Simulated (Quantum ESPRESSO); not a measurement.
**Easy axis of NiPt with Quantum ESPRESSO**

Which axis do the moments of NiPt prefer, and by how much?

Main program and level: Quantum ESPRESSO 7.5; PBEsol; plane waves with PseudoDojo 0.4.1 SR PBEsol standard potentials, then spin–orbit coupling on the fully relativistic files of the same set.

### Step 1. The starting structure

It takes space group P4/mmm (No. 123, tetragonal). Conventional cell: a = 2.710 Å, b = 2.710 Å, c = 3.578 Å, α = 90.00°, β = 90.00°, γ = 90.00°. Nearest to Ni lie 8 Pt at 2.62 Å and 4 Ni at 2.71 Å. Nearest to Pt lie 8 Ni at 2.62 Å and 4 Pt at 2.71 Å. Farther neighbours are not listed.

Coordinates:

```cif
data_structure
_symmetry_space_group_name_H-M 'P 1'
_symmetry_Int_Tables_number 1
_cell_length_a 2.7099
_cell_length_b 2.7099
_cell_length_c 3.5783
_cell_angle_alpha 90.000
_cell_angle_beta 90.000
_cell_angle_gamma 90.000
_cell_volume 26.28
loop_
_atom_site_label
_atom_site_type_symbol
_atom_site_fract_x
_atom_site_fract_y
_atom_site_fract_z
_atom_site_occupancy
Ni1 Ni 0.50000 0.50000 0.50000 1
Pt2 Pt 0.00000 0.00000 0.00000 1
```

The cell comes from Materials Project 2023-11-01, a database of computed structures, and need not be the stable phase.

### Step 2. Collinear run on scalar-relativistic files

The input, pw.in:

```
&CONTROL
  calculation = 'scf'
  prefix = 'pwscf'
  outdir = './tmp'
  pseudo_dir = './pseudo'
  disk_io = 'low'
/
&SYSTEM
  ibrav = 0
  celldm(1) = 8
  nat = 2
  ntyp = 2
  ecutwfc = 74
  nbnd = 26
  occupations = 'smearing'
  smearing = 'fd'
  degauss = 0.00734986
  nspin = 2
  starting_magnetization(1) = 0.0556
  starting_magnetization(2) = 0
/
&ELECTRONS
  conv_thr = 4d-11
  electron_maxstep = 150
  mixing_beta = 0.3
  mixing_mode = 'local-TF'
/
ATOMIC_SPECIES
Ni     58.6934 Ni.upf
Pt    195.0840 Pt.upf
CELL_PARAMETERS alat
   0.6401305031342    0.0000000000000    0.0000000000000
   0.0000000000000    0.6401305031342    0.0000000000000
   0.0000000000000    0.0000000000000    0.8452555982839
ATOMIC_POSITIONS crystal
Ni      0.5000000000    0.5000000000    0.5000000000
Pt      0.0000000000    0.0000000000    0.0000000000
K_POINTS automatic
10 10 10 0 0 0
```

On the command line:

```sh
> OMP_NUM_THREADS=1 mpirun -n 4 pw.x -nk 4 -in pw.in > pw.out
```

The program printed:

```text
Program PWSCF v.7.5 starts

     Message from routine setup:
     using ibrav=0 with symmetry is DISCOURAGED, use correct ibrav instead

     K-points division:     npool     =       4
     Subspace diagonalization in iterative solution of the eigenvalue problem:

     G-vector sticks info
     --------------------
     sticks:   dense  smooth     PW     G-vecs:    dense   smooth      PW
     Sum         613     613    193                15193    15193    2605

     Using Slab Decomposition

     bravais-lattice index     =            0
     lattice parameter (alat)  =       8.0000  a.u.
     unit-cell volume          =     177.3352 (a.u.)^3
     number of atoms/cell      =            2
     number of atomic types    =            2
     number of electrons       =        36.00
     number of Kohn-Sham states=           26
     kinetic-energy cutoff     =      74.0000  Ry
     charge density cutoff     =     296.0000  Ry
     scf convergence threshold =      4.0E-11
     mixing beta               =       0.3000
     number of iterations used =            8  local-TF  mixing
     Exchange-correlation= PBESOL
                           (   1   4  10   8   0   0   0)

     celldm(1)=   8.000000  celldm(2)=   0.000000  celldm(3)=   0.000000
     celldm(4)=   0.000000  celldm(5)=   0.000000  celldm(6)=   0.000000

     crystal axes: (cart. coord. in units of alat)
               a(1) = (   0.640131   0.000000   0.000000 )
               a(2) = (   0.000000   0.640131   0.000000 )
               a(3) = (   0.000000   0.000000   0.845256 )

     reciprocal axes: (cart. coord. in units 2 pi/alat)
               b(1) = (  1.562181  0.000000  0.000000 )
               b(2) = (  0.000000  1.562181  0.000000 )
               b(3) = (  0.000000  0.000000  1.183074 )

     PseudoPot. # 1 for Ni read from file:
     Ni.upf
     Pseudo is Norm-conserving + core correction, Zval = 18.0
     Generated using ONCVPSP code by D. R. Hamann
     Using radial grid of 1356 points,  6 beta functions with:
                l(1) =   0
                l(2) =   0
                l(3) =   1
                l(4) =   1
                l(5) =   2
                l(6) =   2

     PseudoPot. # 2 for Pt read from file:
     Pt.upf
     Pseudo is Norm-conserving + core correction, Zval = 18.0
     Generated using ONCVPSP code by D. R. Hamann
     Using radial grid of 1358 points,  8 beta functions with:
                l(1) =   0
                l(2) =   0
                l(3) =   1
                l(4) =   1
                l(5) =   2
                l(6) =   2
                l(7) =   3
                l(8) =   3

     atomic species   valence    mass     pseudopotential
     Ni               18.00    58.69340     Ni( 1.00)
     Pt               18.00   195.08400     Pt( 1.00)

     Starting magnetic structure
     atomic species   magnetization
     Ni              0.056
     Pt              0.000

     16 Sym. Ops., with inversion, found

   Cartesian axes

     site n.     atom                  positions (alat units)
         1        Ni     tau(   1) = (   0.3200653   0.3200653   0.4226278  )
         2        Pt     tau(   2) = (   0.0000000   0.0000000   0.0000000  )

     number of k points=   126  Fermi-Dirac smearing, width (Ry)=  0.0073

     Number of k-points >= 100: set verbosity='high' to print them.

     Dense  grid:    15193 G-vectors     FFT dimensions: (  30,  30,  40)

     Generating pointlists ...
     new r_m :   0.2554 (alat units)  2.0436 (a.u.) for type    1
     new r_m :   0.2554 (alat units)  2.0436 (a.u.) for type    2

     Initial potential from superposition of free atoms

     starting charge      35.9997, renormalised to      36.0000
     Starting wfcs are   20 randomized atomic wfcs +    6 random wfcs

     Self-consistent Calculation

     iteration #  1     ecut=    74.00 Ry     beta= 0.30
     Davidson diagonalization with overlap
     ethr =  1.00E-02,  avg # of iterations =  4.1

     total energy              =    -596.36270227 Ry
     estimated scf accuracy    <       1.74470767 Ry

     total magnetization       =     0.28 Bohr mag/cell
     absolute magnetization    =     0.29 Bohr mag/cell

     iteration #  2     ecut=    74.00 Ry     beta= 0.30
     Davidson diagonalization with overlap
     ethr =  4.85E-03,  avg # of iterations =  1.0

     total energy              =    -596.38539388 Ry
     estimated scf accuracy    <       0.23545899 Ry

     total magnetization       =     0.55 Bohr mag/cell
     absolute magnetization    =     0.57 Bohr mag/cell

     iteration #  3     ecut=    74.00 Ry     beta= 0.30
     Davidson diagonalization with overlap
     ethr =  6.54E-04,  avg # of iterations =  1.1

     total energy              =    -596.39514315 Ry
     estimated scf accuracy    <       0.02778995 Ry

     total magnetization       =     0.74 Bohr mag/cell
     absolute magnetization    =     0.76 Bohr mag/cell

     [... further iterations left out ...]

     iteration # 13     ecut=    74.00 Ry     beta= 0.30
     Davidson diagonalization with overlap
     ethr =  3.99E-10,  avg # of iterations =  2.0

     total energy              =    -596.40145148 Ry
     estimated scf accuracy    <       0.00000001 Ry

     total magnetization       =     1.04 Bohr mag/cell
     absolute magnetization    =     1.12 Bohr mag/cell

     iteration # 14     ecut=    74.00 Ry     beta= 0.30
     Davidson diagonalization with overlap
     ethr =  3.28E-11,  avg # of iterations =  1.1

     total energy              =    -596.40145149 Ry
     estimated scf accuracy    <          8.2E-10 Ry

     total magnetization       =     1.04 Bohr mag/cell
     absolute magnetization    =     1.12 Bohr mag/cell

     iteration # 15     ecut=    74.00 Ry     beta= 0.30
     Davidson diagonalization with overlap
     ethr =  2.27E-12,  avg # of iterations =  1.7

     total energy              =    -596.40145149 Ry
     estimated scf accuracy    <          2.5E-10 Ry

     total magnetization       =     1.04 Bohr mag/cell
     absolute magnetization    =     1.11 Bohr mag/cell

     iteration # 16     ecut=    74.00 Ry     beta= 0.30
     Davidson diagonalization with overlap
     ethr =  7.07E-13,  avg # of iterations =  2.0

     Magnetic moment per site  (integrated on atomic sphere of radius R)
     atom   1 (R=0.255)  charge= 16.9391  magn=  0.7380
     atom   2 (R=0.255)  charge= 15.5695  magn=  0.3310

     End of self-consistent calculation

     Number of k-points >= 100: set verbosity='high' to print the bands.

     the Fermi energy is    20.9603 ev

!    total energy              =    -596.40145149 Ry
     estimated scf accuracy    <          7.9E-12 Ry
     smearing contrib. (-TS)   =      -0.00750553 Ry
     internal energy E=F+TS    =    -596.39394596 Ry

     The total energy is F=E-TS. E is the sum of the following terms:
     one-electron contribution =    -222.42010576 Ry
     hartree contribution      =     135.45049950 Ry
     xc contribution           =     -89.72335459 Ry
     ewald contribution        =    -419.70098512 Ry

     total magnetization       =     1.04 Bohr mag/cell
     absolute magnetization    =     1.11 Bohr mag/cell

     convergence has been achieved in  16 iterations

=------------------------------------------------------------------------------=
   JOB DONE.
=------------------------------------------------------------------------------=
```

It took 52 s on 4 MPI ranks of Arm Neoverse V2, shared host; peak memory 0.42 GiB; 3.5 min of CPU time.

Spin moment in the atom's sphere by atom:

```
atom  spin moment in the atom's sphere (μB)
 Ni1                                  0.738
 Pt2                                  0.331
```

This step gave:

```
smearing term TS       : 0.1021 eV
magnetization          : 1.04 μB
absolute magnetization : 1.115 μB
final state            : ferromagnetic
```

### Step 3. One pass along [001] on 13×13×13

Each pass runs in a folder of its own that holds a copy of a collinear save from that input. The collinear spin density is turned to the axis, and its potential is diagonalised once with spin–orbit coupling on fully relativistic PseudoDojo files; the sums over occupied states, with the smearing term, are then compared.

The input, pass.in:

```
&CONTROL
  calculation = 'nscf'
  prefix = 'pwscf'
  outdir = './tmp'
  pseudo_dir = './pseudo_fr'
  disk_io = 'nowf'
/
&SYSTEM
  ibrav = 0
  celldm(1) = 8
  nat = 2
  ntyp = 2
  ecutwfc = 74
  nbnd = 50
  occupations = 'smearing'
  smearing = 'fd'
  degauss = 0.00734986
  noncolin = .true.
  lspinorb = .true.
  lforcet = .true.
  starting_magnetization(1) = 0.0556
  angle1(1) = 0
  angle2(1) = 0
  starting_magnetization(2) = 0
  angle1(2) = 0
  angle2(2) = 0
/
&ELECTRONS
  conv_thr = 4d-11
  electron_maxstep = 150
  mixing_beta = 0.3
  mixing_mode = 'local-TF'
  startingpot = 'file'
  startingwfc = 'random'
  diago_thr_init = 1d-09
  diago_full_acc = .true.
/
ATOMIC_SPECIES
Ni     58.6934 Ni.upf
Pt    195.0840 Pt.upf
CELL_PARAMETERS alat
   0.6401305031342    0.0000000000000    0.0000000000000
   0.0000000000000    0.6401305031342    0.0000000000000
   0.0000000000000    0.0000000000000    0.8452555982839
ATOMIC_POSITIONS crystal
Ni      0.5000000000    0.5000000000    0.5000000000
Pt      0.0000000000    0.0000000000    0.0000000000
K_POINTS automatic
13 13 13 0 0 0
```

On the command line:

```sh
> OMP_NUM_THREADS=1 mpirun -n 4 pw.x -nk 4 -in pass.in > pass.out
```

The program printed:

```text
[banner, memory and clock lines left out]
Program PWSCF v.7.5 starts

     Fixed quantization axis for GGA:     0.000000    0.000000    1.000000
     Message from routine setup:
     using ibrav=0 with symmetry is DISCOURAGED, use correct ibrav instead

     bravais-lattice index     =            0
     lattice parameter (alat)  =       8.0000  a.u.
     unit-cell volume          =     177.3352 (a.u.)^3
     number of atoms/cell      =            2
     number of atomic types    =            2
     number of electrons       =        36.00
     number of Kohn-Sham states=           50
     kinetic-energy cutoff     =      74.0000  Ry
     charge density cutoff     =     296.0000  Ry
     Exchange-correlation= PBESOL
                           (   1   4  10   8   0   0   0)
     Noncollinear calculation with spin-orbit

     [... lines left out ...]
     PseudoPot. # 1 for Ni read from file:
     Ni.upf
     Pseudo is Norm-conserving + core correction, Zval = 18.0

     PseudoPot. # 2 for Pt read from file:
     Pt.upf
     Pseudo is Norm-conserving + core correction, Zval = 18.0

     atomic species   valence    mass     pseudopotential
     Ni               18.00    58.69340     Ni( 1.00)
     Pt               18.00   195.08400     Pt( 1.00)

     16 Sym. Ops., with inversion, found

   Cartesian axes

     site n.     atom                  positions (alat units)
         1        Ni     tau(   1) = (   0.3200653   0.3200653   0.4226278  )
         2        Pt     tau(   2) = (   0.0000000   0.0000000   0.0000000  )

     number of k points=   196  Fermi-Dirac smearing, width (Ry)=  0.0073

     Number of k-points >= 100: set verbosity='high' to print them.

     Dense  grid:    15193 G-vectors     FFT dimensions: (  30,  30,  40)

     Generating pointlists ...
     new r_m :   0.2554 (alat units)  2.0436 (a.u.) for type    1
     new r_m :   0.2554 (alat units)  2.0436 (a.u.) for type    2
     Message from routine read_rhog:
     some spin components not found

 -----------
Spin angles Theta, Phi (degree) =   0.0000  0.0000
 -----------

     The potential is recalculated from file :
     [... lines left out ...]
     Starting wfcs are random

     Band Structure Calculation
     Davidson diagonalization with overlap

     ethr =  1.00E-09,  avg # of iterations = 30.8

     End of band structure calculation

     Number of k-points >= 100: set verbosity='high' to print the bands.

     the Fermi energy is    21.0516 ev
     (compare with:    20.9603 eV, computed in scf)
```

Wall time 1.8 min (4 MPI ranks); peak memory 0.28 GiB.

### Step 4. One pass along [100] on 13×13×13

pass.in: that of step 3 with these lines changed.

```diff
@@ -21,6 +21,6 @@
   starting_magnetization(1) = 0.0556
-  angle1(1) = 0
+  angle1(1) = 90
   angle2(1) = 0
   starting_magnetization(2) = 0
-  angle1(2) = 0
+  angle1(2) = 90
   angle2(2) = 0
```

The program printed:

```text
     [... lines left out ...]
Program PWSCF v.7.5 starts
     [... lines left out ...]
     number of atoms/cell      =            2
     [... lines left out ...]
     number of electrons       =        36.00
     number of Kohn-Sham states=           50
     kinetic-energy cutoff     =      74.0000  Ry
     charge density cutoff     =     296.0000  Ry
     [... lines left out ...]
     Noncollinear calculation with spin-orbit
     [... lines left out ...]
      8 Sym. Ops., with inversion, found
     [... lines left out ...]
     number of k points=   343  Fermi-Dirac smearing, width (Ry)=  0.0073
     [... lines left out ...]
Spin angles Theta, Phi (degree) =  90.0000  0.0000
     [... lines left out ...]
     the Fermi energy is    21.0495 ev
     (compare with:    20.9603 eV, computed in scf)
```

It took 3.3 min on 4 MPI ranks; peak memory 0.28 GiB.

### Step 5. One pass along [110] on 13×13×13

pass.in: that of step 4 with these lines changed.

```diff
@@ -22,6 +22,6 @@
   angle1(1) = 90
-  angle2(1) = 0
+  angle2(1) = 45
   starting_magnetization(2) = 0
   angle1(2) = 90
-  angle2(2) = 0
+  angle2(2) = 45
 /
```

The program printed:

```text
     [... lines left out ...]
Program PWSCF v.7.5 starts
     [... lines left out ...]
     number of atoms/cell      =            2
     [... lines left out ...]
     number of electrons       =        36.00
     number of Kohn-Sham states=           50
     kinetic-energy cutoff     =      74.0000  Ry
     charge density cutoff     =     296.0000  Ry
     [... lines left out ...]
     Noncollinear calculation with spin-orbit
     [... lines left out ...]
      8 Sym. Ops., with inversion, found
     [... lines left out ...]
     number of k points=   343  Fermi-Dirac smearing, width (Ry)=  0.0073
     [... lines left out ...]
Spin angles Theta, Phi (degree) =  90.0000 45.0000
     [... lines left out ...]
     the Fermi energy is    21.0494 ev
     (compare with:    20.9603 eV, computed in scf)
```

The job ended after 3.3 min (4 MPI ranks; peak memory 0.28 GiB).

### Step 6. The smearing term

The sum of energies times occupations is what pw.x prints as eband (for fewer than 100 k points). With Fermi–Dirac smearing the quantity to compare holds −TS as well, computed here from the energies and weights in the run's XML file (meV a cell, from the first axis, mesh 13×13×13):

```
 axis  plain sum      −TS  free energy
[001]     0.0000   0.0000       0.0000
[100]     1.0640  -0.3552       0.7088
[110]     1.0906  -0.3770       0.7135
```

### Step 7. The axes together

A pass yields neither state nor moment: for the force theorem these columns are the collinear run's. Anisotropy, by row:

```
          way      mesh   axis          state  energy less the first axis' (meV a primitive cell)  largest spin moment (μB)  CPU time (s)
force theorem  13x13x13  [001]  ferromagnetic                                                   0                     0.738         439.7
force theorem  13x13x13  [100]  ferromagnetic                                              0.7088                     0.738         797.7
force theorem  13x13x13  [110]  ferromagnetic                                              0.7135                     0.738         785.4
```

### Step 8. Outcome

| Quantity | Value |
| --- | --- |
| state | ferromagnetic |
| largest spin moment | 0.738 μB |
| easy axis of those tried, on this mesh | [001] |
| energy along [100] less [001] (force theorem) | 0.709 meV a primitive cell, 4.3 MJ/m³ |

In words: On 13×13×13, leaving out the smearing term would shift a difference by 0.38 meV, against 0.71 meV for the largest. On this mesh the moments prefer [001] among the axes tried. One mesh cannot show that the size is converged, and with itinerant moments even the sign can change with the mesh. Shape anisotropy is not included. The moments were started parallel in the primitive cell; if the crystal orders otherwise, its anisotropy is another. Energies are free energies at an electronic temperature of 1160 K, which lowers moments and differences where the moments are itinerant. The cutoff lies under the 98 Ry that these files are usually run at.

[Logs and program files are shortened in this print: banners, set-up blocks, solver, clock and traceback lines can be left out without a mark of their own.]

[Logs are printed without paths, hosts, clocks, repeated set-up lines and the standing remarks that a program may print on its own settings, such as how far it seeks lower states.]

[Hosts, paths, dates, database ids (printed as entryN), source tags and the programs' standing remarks are cut or masked in the printed files.]

[Where a cell is said to come from a database of computed structures, the database is the Materials Project.]
